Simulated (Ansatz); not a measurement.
# What Li5Sc (built on the sites of a database entry of YCu5) distorts into

Wanted: the energy along a soft mode of Li5Sc (built on the sites of a database entry of YCu5) and the structure at the end.

Program: Ansatz 0.2.0. Level of theory: DFT LDA, scalar-relativistic, plane waves, norm-conserving pseudopotentials. Results are calculated unless marked as measured.

The structure was built from a prototype and need not be the compound's stable phase.

## Step 1: Starting point

Symmetry: P6/mmm, No. 191, hexagonal system. The conventional cell has a = 5.459 Å, b = 5.459 Å, c = 4.405 Å, α = 90.00°, β = 90.00°, γ = 120.00°. Sc has 18 Li at 3.15 to 3.51 Å nearest. Nearest to Li lie 8 Li at 2.71 to 2.73 Å and 4 Sc at 3.51 Å. Nearest to Li lie 9 Li at 2.71 to 3.15 Å and 3 Sc at 3.15 Å. Farther neighbours are not listed.

## Step 2: Phonons on a q mesh

The cell comes from relaxations at this level that are not shown. Stability and thermal properties need the whole zone. Linear response on a 2×2×2 q mesh gives force constants as far as a supercell of that size would.

input.yaml

```yaml
crystal:
  lattice:
    - [5.4587728257, -3.2997e-06, 0.0]
    - [-2.7293835553, 4.7274375904, 0.0]
    - [0.0, 0.0, 4.4051032889]
  atoms:
    - { symbol: Sc, position: [0.0, 0.0, 0.0] }
    - { symbol: Li, position: [0.5, 0.0, 0.5] }
    - { symbol: Li, position: [0.5, 0.5, 0.5] }
    - { symbol: Li, position: [0.0, 0.5, 0.5] }
    - { symbol: Li, position: [0.3333333333, 0.6666666667, 0.0] }
    - { symbol: Li, position: [0.6666666667, 0.3333333333, 0.0] }
kpoints:
  mp_grid: { grid: [6, 6, 8] }
hamiltonian:
  xc: lda
  pseudopotentials: { kind: nc }
scf:
  occupations: { method: methfessel_paxton, width: 0.15 }
output:
  eigenvalues: true
phonons:
  method: dfpt
  qmesh: [2, 2, 2]
  temperatures: { t_max: 1000, t_step: 50 }
  qpath:
    path:
      - [[0.0, 0.0, 0.0], [0.5, 0.0, 0.0], [0.33333333, 0.33333333, 0.0], [0.0, 0.0, 0.0], [0.0, 0.0, 0.5], [0.5, 0.0, 0.5], [0.33333333, 0.33333333, 0.5], [0.0, 0.0, 0.5]]
      - [[0.5, 0.0, 0.5], [0.5, 0.0, 0.0]]
      - [[0.33333333, 0.33333333, 0.5], [0.33333333, 0.33333333, 0.0]]
    npoints: 10
```

Run with:

```sh
$ ansatz run input.yaml --threads 8 --pin off --max-ram 14336MiB --backend cpu --events-out ev --progress --plain --runs-dir out
```

What it wrote:

```text
Warning: phonons: the dynamical matrix that this run interpolates holds no multipole term above the dipole-dipole one, and a site of this crystal is no centre of inversion, so its interpolated transverse optical and acoustic branches and sound speeds can stay off near Gamma, and the density of states and the thermodynamics with them. What a run solves at a wave vector of phonons.qpoints, Gamma apart, where the deck admits one, is free of this, and under fd what a larger phonons.supercell samples
Engine: ansatz 0.2.0, aarch64-unknown-linux-gnu
Pseudopotentials: kind: nc
Pseudopotential: Sc, nc, valence charge 11, recommended cutoff 1061.244064 eV (normal), Sc.nc.azcp (PseudoDojo's, or run here from an input of PseudoDojo's: the run reads no file of this project's for it)
Pseudopotential: Li, nc, valence charge 3, recommended cutoff 1006.821291 eV (normal), Li.nc.azcp (PseudoDojo's, or run here from an input of PseudoDojo's: the run reads no file of this project's for it)
Functional definition: SPW92
  exchange = slater_x
  correlation = pw_c
Crystal: 6 atoms, lattice volume = 113.678 Å³
Basis set: ecut = 1061.244064 eV, 8945 PW (Γ), exchange–correlation on 120×120×96 points (8 copies of the dense FFT grid, shifted against one another)
Bands: 19, of which v1, the nominal top of the filled ones, is band 13 counted from 1 (12 counted from 0)
Symmetry: 24 space group operations
k-points: 35 of 288
Non-local potential: Sc, projectors of the file, l = 0: 2, l = 1: 2, l = 2: 2
Non-local potential: Li, projectors of the file, l = 0: 2, l = 1: 2
Initial density: superposition of atomic densities (chi_scale 0.1, normalization cell, long waves kept (reshape's long-wave potential 0.00 eV rms))
Initial wavefunctions: pseudopotential atomic-orbital guess
Functional: x = slater, c = lda
SCF iter   1: F=—  HF=-2284.770780 eV  |F-HF|=—  |Δ(HF+E_count)|=         —  Δρ=4.56e-2  dr2=8.04e0  ethr=3.10e-3  ⟨swp⟩=5.8  Hψ=3371  notcnv=0
preconditioner: auto → Kerker (q_TF=auto, 2.134 Å⁻¹)  [metal: Δε(μ)=0.046 eV  Ē_g=3.276 eV  σ=0.150 eV  W_gap=0.25  n_scr=20 (ndim 8)  ℏωp=9.9 eV  f_vac=0.000  D(μ)=4.07/eV (n_scr^D=26)]
SCF iter   2: F=—  HF=-2283.148370 eV  |F-HF|=—  |Δ(HF+E_count)|=    1.62e0  S|Δr|=    0.00e0  Δρ=1.62e-2  dr2=1.20e0  ethr=3.10e-3  ⟨swp⟩=3.1  Hψ=1778  notcnv=0  defer=19
SCF iter   3: F=—  HF=-2282.948259 eV  |F-HF|=—  |Δ(HF+E_count)|=   2.00e-1  S|Δr|=    0.00e0  Δρ=1.11e-2  dr2=1.53e-1  ethr=3.10e-3  ⟨swp⟩=3.0  Hψ=1074  notcnv=0  defer=19
SCF iter   4: F=—  HF=-2282.964997 eV  |F-HF|=—  |Δ(HF+E_count)|=   1.67e-2  S|Δr|=    0.00e0  Δρ=1.03e-2  dr2=3.35e-1  ethr=5.89e-4  ⟨swp⟩=3.0  Hψ=1510  notcnv=0  defer=11
SCF iter   5: F=—  HF=-2282.927717 eV  |F-HF|=—  |Δ(HF+E_count)|=   3.73e-2  S|Δr|=    0.00e0  Δρ=5.19e-3  dr2=8.41e-2  ethr=5.89e-4  ⟨swp⟩=1.7  Hψ=848  notcnv=0  defer=3
SCF iter   6: F=—  HF=-2282.917153 eV  |F-HF|=—  |Δ(HF+E_count)|=   1.06e-2  S|Δr|=    0.00e0  Δρ=1.77e-3  dr2=9.61e-3  ethr=3.24e-4  ⟨swp⟩=1.6  Hψ=694  notcnv=0  defer=3
SCF iter   7: F=—  HF=-2282.915994 eV  |F-HF|=—  |Δ(HF+E_count)|=   1.16e-3  S|Δr|=    0.00e0  Δρ=5.66e-5  dr2=9.32e-6  ethr=3.70e-5  ⟨swp⟩=1.7  Hψ=742  notcnv=0  defer=3
SCF iter   8: F=—  HF=-2282.916027 eV  |F-HF|=—  |Δ(HF+E_count)|=   3.34e-5  S|Δr|=    0.00e0  Δρ=6.37e-5  dr2=9.26e-6  ethr=3.58e-8  ⟨swp⟩=2.2  Hψ=1184  notcnv=0  defer=3
SCF iter   9: F=—  HF=-2282.916027 eV  |F-HF|=—  |Δ(HF+E_count)|=   4.97e-8  S|Δr|=    0.00e0  Δρ=3.77e-5  dr2=3.37e-6  ethr=3.56e-8  ⟨swp⟩=1.1  Hψ=672  notcnv=0  defer=3
SCF iter  10: F=—  HF=-2282.916027 eV  |F-HF|=—  |Δ(HF+E_count)|=   1.03e-7  S|Δr|=    0.00e0  Δρ=8.13e-6  dr2=1.29e-7  ethr=1.30e-8  ⟨swp⟩=1.7  Hψ=705  notcnv=0  defer=3
SCF iter  11: F=—  HF=-2282.916131 eV  |F-HF|=—  |Δ(HF+E_count)|=   1.04e-4  S|Δr|=    0.00e0  Δρ=9.31e-7  dr2=1.39e-9  ethr=4.97e-10  ⟨swp⟩=1.9  Hψ=755  notcnv=0  defer=3
SCF iter  12: F=—  HF=-2282.916131 eV  |F-HF|=—  |Δ(HF+E_count)|=  7.91e-11  S|Δr|=    0.00e0  Δρ=1.46e-7  dr2=1.77e-11  ethr=5.35e-12  ⟨swp⟩=2.0  Hψ=929  notcnv=0  defer=3
SCF iter  13: F=—  HF=-2282.916131 eV  |F-HF|=—  |Δ(HF+E_count)|=  2.73e-12  S|Δr|=    0.00e0  Δρ=8.48e-8  dr2=1.20e-11  ethr=1.00e-12  ⟨swp⟩=6.5  Hψ=2873  notcnv=0
SCF iter  14: F=-2282.916131 eV  HF=-2282.916131 eV  |F-HF|=2.27e-12  |Δ(HF+E_count)|=  4.55e-13  S|Δr|=    0.00e0  Δρ=2.54e-8  dr2=9.93e-13  ethr=1.00e-12  ⟨swp⟩=5.5  Hψ=2682  notcnv=0
SCF 1 converged in 14 iterations: F = -2282.916131 eV  dr2 = 9.93e-13
Initial density: read from a saved state, or passed on in memory by an earlier SCF of this step, an earlier step, the calling program or the single point that the run made first
iter 1 solved again at ethr=5.87e-7 eV; its pass at ethr=3.10e-3 eV (dr2=1.53e-4 eV) is discarded
SCF iter   1: F=—  HF=-2282.916037 eV  |F-HF|=—  |Δ(HF+E_count)|=         —  Δρ=6.11e-7  dr2=1.74e-10  ethr=5.87e-7  ⟨swp⟩=3.1  Hψ=5098  notcnv=0
eigensolver tolerance schedule: the retry pair's looser diagonalisation over-reported the residual by 877424.99 of it (diagonalisation noise at an unbounded share of the residual, at the tolerance the schedule requests for it); recorded, not acted on — ethr = c·dr2/N_el stays at c = 1.0e-1
preconditioner: auto → Kerker (q_TF=auto, 2.134 Å⁻¹)  [metal: Δε(μ)=0.037 eV  Ē_g=2.362 eV  σ=0.150 eV  W_gap=0.20  n_scr=20 (ndim 8)  ℏωp=9.9 eV  f_vac=0.000  D(μ)=5.02/eV (n_scr^D=44)]
SCF iter   2: F=—  HF=-2282.916131 eV  |F-HF|=—  |Δ(HF+E_count)|=   9.34e-5  S|Δr|=    0.00e0  Δρ=4.47e-7  dr2=2.15e-10  ethr=1.00e-12  ⟨swp⟩=4.0  Hψ=2081  notcnv=0
SCF iter   3: F=—  HF=-2282.916131 eV  |F-HF|=—  |Δ(HF+E_count)|=  3.09e-11  S|Δr|=    0.00e0  Δρ=2.36e-7  dr2=2.77e-11  ethr=1.00e-12  ⟨swp⟩=1.6  Hψ=693  notcnv=0
SCF iter   4: F=—  HF=-2282.916131 eV  |F-HF|=—  |Δ(HF+E_count)|=  5.00e-12  S|Δr|=    0.00e0  Δρ=1.64e-7  dr2=1.33e-11  ethr=1.00e-12  ⟨swp⟩=1.0  Hψ=665  notcnv=0
SCF iter   5: F=-2282.916131 eV  HF=-2282.916131 eV  |F-HF|=4.09e-12  |Δ(HF+E_count)|=  2.27e-12  S|Δr|=    0.00e0  Δρ=1.01e-7  dr2=5.11e-12  ethr=1.00e-12  ⟨swp⟩=2.6  Hψ=1290  notcnv=0
SCF 2 converged in 5 iterations: F = -2282.916131 eV  dr2 = 5.11e-12
phonons: the bands overlap, so this run is a metal and interpolates without the dipole-dipole term. If the crystal is really an insulator or semiconductor, its LO-TO splitting is missing
NSCF: frozen V_eff on 35 k-points
NSCF: frozen V_eff on 100 k-points
DFPT response loops at q = (0, 0, 0) (fractional): preconditioner auto → Kerker (q_TF=auto, 2.134 Å⁻¹) (partly filled bands, converged f_vac=0.000); β = 1.00, the filter's whole step (`scf.mixing.beta` (0.50) is not read by the response loops under this deck's `scf.mixing.preconditioner`; to damp them name `kerker` or `kerker_dos`, under which they read `scf.mixing.beta`, and type it under 1.00, their step now; both keys bind the ground state too); Broyden in place of MSR1
NSCF: frozen V_eff on 200 k-points
DFPT response loops at q = (0, 0, -0.5) (fractional): mixed as the last ones told, above
NSCF: frozen V_eff on 200 k-points
DFPT response loops at q = (0, -0.5, 0) (fractional): mixed as the last ones told, above
NSCF: frozen V_eff on 200 k-points
DFPT response loops at q = (0, -0.5, -0.5) (fractional): mixed as the last ones told, above
SCF converged after 14 iterations
Stability not checked: this state was not tested for a lower state beside it, because cold or Methfessel-Paxton smearing, or corrected tetrahedra, fill the levels in a way that the test cannot read (fill_not_monotonic; see scf.lower_state_search)
Free energy (F): -2282.916131 eV
Harris-Foulkes:  -2282.916131 eV  (|F-HF|=2.27e-12)
Internal energy: -2282.920973 eV  (E = F + TS)
E sigma→0 (E₀):  -2282.917341 eV
Entropy (-TS):   0.004842 eV (0.807 meV/atom)
Fermi energy:    2.871195 eV
--- Per-component energies (eV) ---
  E_band       = -659.487355
  E_kinetic    = 1184.859025
  E_local      = -1996.347061  (includes V_loc(G=0)·N_el)
  E_nonlocal   = -557.128423
  E_hartree    = 606.124472
  E_xc         = -431.835722
  E_vxc        = -503.119870  (∫ρ·V_xc dr)
  E_ewald      = -1088.593264
  E_smearing   = 0.004842  (= −TS)
  E_closure    = 0.000000  (closes the sum)
  Σ components = -2282.916131   (vs F -2282.916131, Δ=0.00e0)
--- Band table (eV; the first three rows and the last of 35) ---
  k-point 0: bands = [... 9 lower, -1.0852, 2.7051, 2.7051, 3.1416, 3.4506, 3.7601, 3.7770, 3.7770, ... 2 higher]
  k-point 1: bands = [... 9 lower, -0.9887, 2.7161, 2.7161, 2.8240, 3.4400, 3.5202, 3.5202, 3.7985, ... 2 higher]
  k-point 2: bands = [... 9 lower, -0.7055, 2.0703, 2.7433, 2.7433, 3.2594, 3.2594, 3.4144, 4.0286, ... 2 higher]
  k-point 34: bands = [... 9 lower, 1.7661, 1.7661, 1.8282, 2.0326, 2.0326, 2.4216, 4.0233, 4.0233, ... 2 higher]
--- Phonons (Γ-DFPT): 7 representative perturbations + reference (Σ response iterations 21) ---
  ASR residual: 6.234e-5 → 0.000e0 eV/Å²; symmetrization residual: 1.583e-6 eV/Å²
  ASR residual per site (eV/Å²): 6.23e-5 4.57e-6 4.20e-6 4.20e-6 6.38e-6 6.38e-6
  Γ frequencies (cm⁻¹): -168.14 0.00 0.00 0.00 90.93 117.68 117.68 231.03 231.03 288.85 288.85 291.01 291.01 331.79 331.79 373.46 451.31 469.91
--- Phonons (arbitrary-q DFPT): 4 irreducible q on the 2×2×2 mesh ---
  q = [0.0000, 0.0000, 0.0000] (star 1, of the zone-centre solve; hermiticity 9.30e-7, symmetrization 2.03e-7): -168.14 -0.00 -0.00 0.00 90.93 117.68 117.68 231.03 231.03 288.85 288.85 291.01 291.01 331.79 331.79 373.46 451.31 469.91
  q = [0.0000, 0.0000, -0.5000] (star 1, 7 solved perturbations in 535 linear systems a pass and spin channel, the states on 100 of 288 k-point pairs; hermiticity 1.01e-7, symmetrization 6.70e-8, the responses' own estimated error 1.5e-5 eV/Å²): -192.45 -39.47 55.62 55.62 59.45 59.45 89.04 89.04 212.67 233.55 233.55 290.49 309.39 309.39 330.74 364.38 364.38 512.63
  q = [0.0000, -0.5000, 0.0000] (star 3, 12 solved perturbations in 1095 linear systems a pass and spin channel, the states on 100 of 288 k-point pairs; hermiticity 2.94e-7, symmetrization 9.53e-8, the responses' own estimated error 1.9e-5 eV/Å²): -87.89 68.01 88.56 110.16 134.34 155.03 184.12 195.20 200.74 237.84 274.12 282.82 294.35 322.20 382.36 415.67 433.29 435.16
  q = [0.0000, -0.5000, -0.5000] (star 3, 12 solved perturbations in 1095 linear systems a pass and spin channel, the states on 100 of 288 k-point pairs; hermiticity 4.05e-7, symmetrization 1.33e-7, the responses' own estimated error 2.6e-5 eV/Å²): -99.67 -48.90 -37.80 106.32 145.90 147.37 170.36 187.65 223.41 241.40 262.43 273.47 293.30 322.40 345.86 359.15 412.89 467.05
  sum rule: each row above includes the acoustic sum rule's correction from the zone centre's row sums; it moved no ω² by more than (0.61 cm⁻¹)²
  mesh force constants: q→R imaginary residual 1.33e-17; ASR residual 6.234e-5 → 0.000e0 eV/Å²; symmetrization residual 3.109e-15 eV/Å²
  interpolated dispersion: 93 rows × 18 modes
  density of states and harmonic sums: on the 14×14×14 q-mesh, interpolated from the force constants of a 2×2×2 supercell (no non-analytic term)
  largest difference from the sums on the solved wave vectors: F 2.26e-1 eV, S 3.05e-4 and C_V 8.00e-5 eV/K
  zero-point energy: 0.249833 eV/cell   skipped modes (ω ≤ 0): 267, of them read as no rigid motion or as one in doubt: 264 (1.335e0 modes/cell left out, lowest -192.45 cm⁻¹)   left out of the sums: 7.42e-2 of the cell's modes: C_V's classical limit lies that fraction below 3 k_B per atom; for a crystal, a wire or a layer, F and S can be off by more, and a phonons.interpolated_qmesh denser along its periods is the remedy for the sampling
```

Run time: 3.8 min. Hardware: 8 threads of Arm Neoverse V2, shared host; peak memory 2.1 GiB.

This step gave:

- volume per atom: 18.95 Å³
- gap on the k-mesh: 0 eV
- sum-rule residual before enforcement: 6.23e-5 eV/Å²
- lowest frequency on the path: -192.5 cm⁻¹
- point group: 6/mmm
- highest frequency on the path or at a solved wavevector: 512.6 cm⁻¹
- highest optical mode at the zone centre (no LO-TO term): 469.9 cm⁻¹
- lowest optical zone-centre mode: -168.1 cm⁻¹
- lowest mode on the q mesh (acoustic modes at Γ apart): -192.4 cm⁻¹

Frequencies (cm⁻¹) solved at each irreducible wavevector; negative means imaginary. Frequencies by wavevector, by row:

| q in reciprocal lattice units | star | mode 1 | mode 2 | mode 3 | mode 4 | mode 16 | mode 17 | mode 18 |
| --- | --- | --- | --- | --- | --- | --- | --- | --- |
| 0 0 0 | 1 | -168.1 | 0 | 0 | 0 | 373.5 | 451.3 | 469.9 |
| 0 0 -0.5 | 1 | -192.4 | -39.5 | 55.6 | 55.6 | 364.4 | 364.4 | 512.6 |
| 0 -0.5 0 | 3 | -87.9 | 68 | 88.6 | 110.2 | 415.7 | 433.3 | 435.2 |
| 0 -0.5 -0.5 | 3 | -99.7 | -48.9 | -37.8 | 106.3 | 359.1 | 412.9 | 467.1 |

Interpolated from a 2×2×2 q mesh, rough between the solved points. Phonon branches along the path, in cm⁻¹:

| point | branch 1 | branch 2 | branch 3 | branch 4 | branch 15 | branch 16 | branch 17 | branch 18 |
| --- | --- | --- | --- | --- | --- | --- | --- | --- |
| Γ | -168 | 0 | 0 | 0 | 332 | 374 | 451 | 470 |
| halfway | -130 | 41 | 55 | 87 | 351 | 396 | 445 | 457 |
| M | -88 | 68 | 89 | 110 | 382 | 416 | 433 | 435 |
| halfway | -41 | 71 | 93 | 110 | 392 | 419 | 428 | 433 |
| K | 74 | 91 | 91 | 117 | 411 | 411 | 426 | 426 |
| halfway | -115 | 48 | 63 | 94 | 358 | 401 | 443 | 453 |
| Γ | -168 | 0 | 0 | 0 | 332 | 374 | 451 | 470 |
| halfway | -181 | 19 | 33 | 33 | 348 | 348 | 414 | 499 |
| A | -192 | -40 | 56 | 56 | 331 | 364 | 364 | 513 |
| halfway | -148 | -47 | -38 | 72 | 360 | 362 | 368 | 497 |
| L | -100 | -49 | -38 | 106 | 346 | 359 | 413 | 467 |
| halfway | -51 | -49 | 44 | 106 | 341 | 361 | 422 | 461 |
| H | -50 | 92 | 102 | 102 | 331 | 362 | 443 | 443 |
| halfway | -130 | -47 | 23 | 66 | 357 | 362 | 378 | 492 |
| A | -192 | -40 | 56 | 56 | 331 | 364 | 364 | 513 |
| jump to L | -100 | -49 | -38 | 106 | 346 | 359 | 413 | 467 |
| halfway | -94 | 32 | 86 | 108 | 348 | 352 | 427 | 461 |
| M | -88 | 68 | 89 | 110 | 382 | 416 | 433 | 435 |
| jump to H | -50 | 92 | 102 | 102 | 331 | 362 | 443 | 443 |
| halfway | 37 | 92 | 92 | 114 | 355 | 355 | 443 | 443 |
| K | 74 | 91 | 91 | 117 | 411 | 411 | 426 | 426 |

Symmetry leaves 4 wavevectors to solve. The lowest mode among them, the acoustic zeros apart, lies at q = (0, 0, -0.5) and is imaginary, 192.4i cm⁻¹, so the energy falls along it.

## Step 3: The mode frozen in, largest atomic shift 0 Å

The mode followed lies at q = (0, 0, -0.5) with frequency 192.5i cm⁻¹, the softest among the wavevectors solved. At small amplitude the distorted cell has space group no. 193 by a symmetry search on the positions. The undistorted cell that holds it gives the zero of energy on the same k mesh.

System of this step: Li5Sc (built on the sites of a database entry of YCu5). The structure is hexagonal, space group P6/mmm (No. 191). Conventional cell: a = 5.459 Å, b = 5.459 Å, c = 4.405 Å, α = 90.00°, β = 90.00°, γ = 120.00°. Sc has 18 Li at 3.15 to 3.51 Å nearest. Nearest to Li lie 8 Li at 2.71 to 2.73 Å and 4 Sc at 3.51 Å. Nearest to Li lie 9 Li at 2.71 to 3.15 Å and 3 Sc at 3.15 Å. Farther neighbours are not listed.

input.yaml

```yaml
crystal:
  lattice:
    - [-2.7293892704, -4.7274342907, 0.0]
    - [-5.4587728257, 3.2997e-06, 0.0]
    - [0.0, 0.0, -8.8102065778]
  atoms:
    - { symbol: Sc, position: [0.0, 0.0, 0.5] }
    - { symbol: Sc, position: [0.0, 0.0, 0.0] }
    - { symbol: Li, position: [1.0, 0.5, 0.25] }
    - { symbol: Li, position: [1.0, 0.5, 0.75] }
    - { symbol: Li, position: [0.5, 0.0, 0.25] }
    - { symbol: Li, position: [0.5, 0.0, 0.75] }
    - { symbol: Li, position: [0.5, 0.5, 0.25] }
    - { symbol: Li, position: [0.5, 0.5, 0.75] }
    - { symbol: Li, position: [0.3333333333, 0.3333333333, 0.5] }
    - { symbol: Li, position: [0.3333333333, 0.3333333333, 0.0] }
    - { symbol: Li, position: [0.6666666667, 0.6666666667, 0.5] }
    - { symbol: Li, position: [0.6666666667, 0.6666666667, 0.0] }
kpoints:
  mp_grid: { grid: [6, 6, 4] }
hamiltonian:
  xc: lda
  pseudopotentials: { kind: nc }
scf:
  occupations: { method: methfessel_paxton, width: 0.15 }
output:
  forces: true
  stress: true
  eigenvalues: true
```

What it wrote:

```text
[...]
Crystal: 12 atoms, lattice volume = 227.356 Å³
Basis set: ecut = 1061.244064 eV, 17873 PW (Γ)
Bands: 38, of which v1, the nominal top of the filled ones, is band 26 counted from 1 (25 counted from 0)
Symmetry: 48 space group operations
[...]
k-points: 21 of 144
[...]
k-point 0: bands = [... 22 lower, 2.7051, 2.7829, 2.7829, 3.0419, 3.0419, 3.1416, 3.3780, 3.4506, ... 8 higher]
  k-point 1: bands = [... 22 lower, 2.7161, 2.7712, 2.7712, 2.8240, 3.0969, 3.0969, 3.3887, 3.4400, ... 8 higher]
  k-point 2: bands = [... 22 lower, 2.7433, 2.7433, 2.7433, 2.7433, 3.2594, 3.2594, 3.2594, 3.2594, ... 8 higher]
  k-point 20: bands = [... 22 lower, 1.1222, 1.1222, 2.9975, 2.9975, 2.9975, 2.9975, 3.2264, 3.2264, ... 8 higher]
[key lines of the parts left out:]
SCF converged after 10 iterations
Free energy (F): -4565.832262 eV
Fermi energy:    2.871180 eV
P = ⅓ Tr σ = 0.0005 GPa (0.005 kbar)
```

Elapsed: 5.2 s, on 8 threads; peak memory 1.8 GiB.

Numbers from this step:

- pressure: 5.31e-4 GPa
- energy from the undistorted cell: 0 meV/atom

The run ends at a pressure of 0.00 GPa.

## Step 4: The mode frozen in, largest atomic shift 0.6 Å

The atoms are moved along the unstable eigenvector, the largest shift by 0.6 Å, with the cell fixed.

input.yaml, as its differences from that of step 3:

```diff
@@ -8,8 +8,8 @@
     - { symbol: Sc, position: [0.0, 0.0, 0.0] }
-    - { symbol: Li, position: [1.0, 0.5, 0.25] }
-    - { symbol: Li, position: [1.0, 0.5, 0.75] }
-    - { symbol: Li, position: [0.5, 0.0, 0.25] }
-    - { symbol: Li, position: [0.5, 0.0, 0.75] }
-    - { symbol: Li, position: [0.5, 0.5, 0.25] }
-    - { symbol: Li, position: [0.5, 0.5, 0.75] }
+    - { symbol: Li, position: [1.0, 0.609914814, 0.25] }
+    - { symbol: Li, position: [1.0, 0.390085186, 0.75] }
+    - { symbol: Li, position: [0.390085186, 0.0, 0.25] }
+    - { symbol: Li, position: [0.609914814, 0.0, 0.75] }
+    - { symbol: Li, position: [0.609914814, 0.390085186, 0.25] }
+    - { symbol: Li, position: [0.390085186, 0.609914814, 0.75] }
     - { symbol: Li, position: [0.3333333333, 0.3333333333, 0.5] }
```

What it wrote:

```text
[...]
Crystal: 12 atoms, lattice volume = 227.356 Å³
Basis set: ecut = 1061.244064 eV, 17873 PW (Γ)
Bands: 38, of which v1, the nominal top of the filled ones, is band 26 counted from 1 (25 counted from 0)
Symmetry: 24 space group operations
[...]
k-points: 21 of 144
[...]
k-point 0: bands = [... 22 lower, 2.5634, 2.7698, 2.7698, 2.8556, 3.1465, 3.1465, 3.8996, 3.9699, ... 8 higher]
  k-point 1: bands = [... 22 lower, 2.5959, 2.7410, 2.7427, 2.7427, 3.1896, 3.1896, 3.5960, 3.5960, ... 8 higher]
  k-point 2: bands = [... 22 lower, 2.6721, 2.6721, 2.6721, 2.6721, 3.3314, 3.3314, 3.3314, 3.3314, ... 8 higher]
  k-point 20: bands = [... 22 lower, 1.1463, 1.1463, 2.9917, 2.9917, 2.9917, 2.9917, 3.0756, 3.0756, ... 8 higher]
[key lines of the parts left out:]
SCF converged after 10 iterations
Free energy (F): -4566.319313 eV
Fermi energy:    2.886384 eV
P = ⅓ Tr σ = -0.4245 GPa (-4.245 kbar)
```

Run time: 5.2 s. Hardware: 8 threads; peak memory 1.8 GiB.

Numbers from this step:

| Property | Result |
| --- | --- |
| pressure | -0.4245 GPa |
| energy from the undistorted cell | -40.88 meV/atom |

The energy, extrapolated to zero smearing, is -40.88 meV/atom against the undistorted cell.

The run ends at a pressure of -0.42 GPa, with forces up to 0.065 eV/Å.

(Part 1 of 2 ends here.)

[Logs are printed without paths, hosts, clocks, repeated set-up lines and the standing remarks that a program may print on its own settings, such as how far it seeks lower states.]

[Hosts, paths, dates, database ids (printed as entryN), source tags and the programs' standing remarks are cut or masked in the printed files.]
